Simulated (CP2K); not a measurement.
Two runs for the N K edge of 2-carboxyoxazole. Run A: CP2K XAS_TDP, all-electron GAPW, PBEh(45%), aug-cc-pVDZ, TDA, no relativity. Run B differs in one setting.

First lines with a strength over 0.0015. A:

| atom | energy (eV) | states | strength, one atom |
| --- | --- | --- | --- |
| N5 (bonded to 2 C) | 394.90 | 1 | 0.0481 |
|  | 398.84 | 1 | 0.0059 |
|  | 400.72 | 1 | 0.0045 |
|  | 401.14 | 1 | 0.0041 |
|  | 401.48 | 1 | 0.0091 |

B:

| atom | energy (eV) | states | strength, one atom |
| --- | --- | --- | --- |
| N5 (bonded to 2 C) | 399.94 | 1 | 0.0475 |
|  | 403.88 | 1 | 0.0058 |
|  | 405.76 | 1 | 0.0044 |
|  | 406.18 | 1 | 0.0041 |
|  | 406.51 | 1 | 0.0090 |

**Question.** Which was it: GW2X switched on, the basis, scalar relativity switched on, the functional?

GW2X switched on. GW2X shifts an atom's lines together and keeps their spacings. Against PBEh(45%) in aug-cc-pVDZ, the leading line moves by +5.04 eV, to 399.94 eV.

[Hosts, paths, dates, database ids (printed as entryN), source tags and the programs' standing remarks are cut or masked in the printed files.]
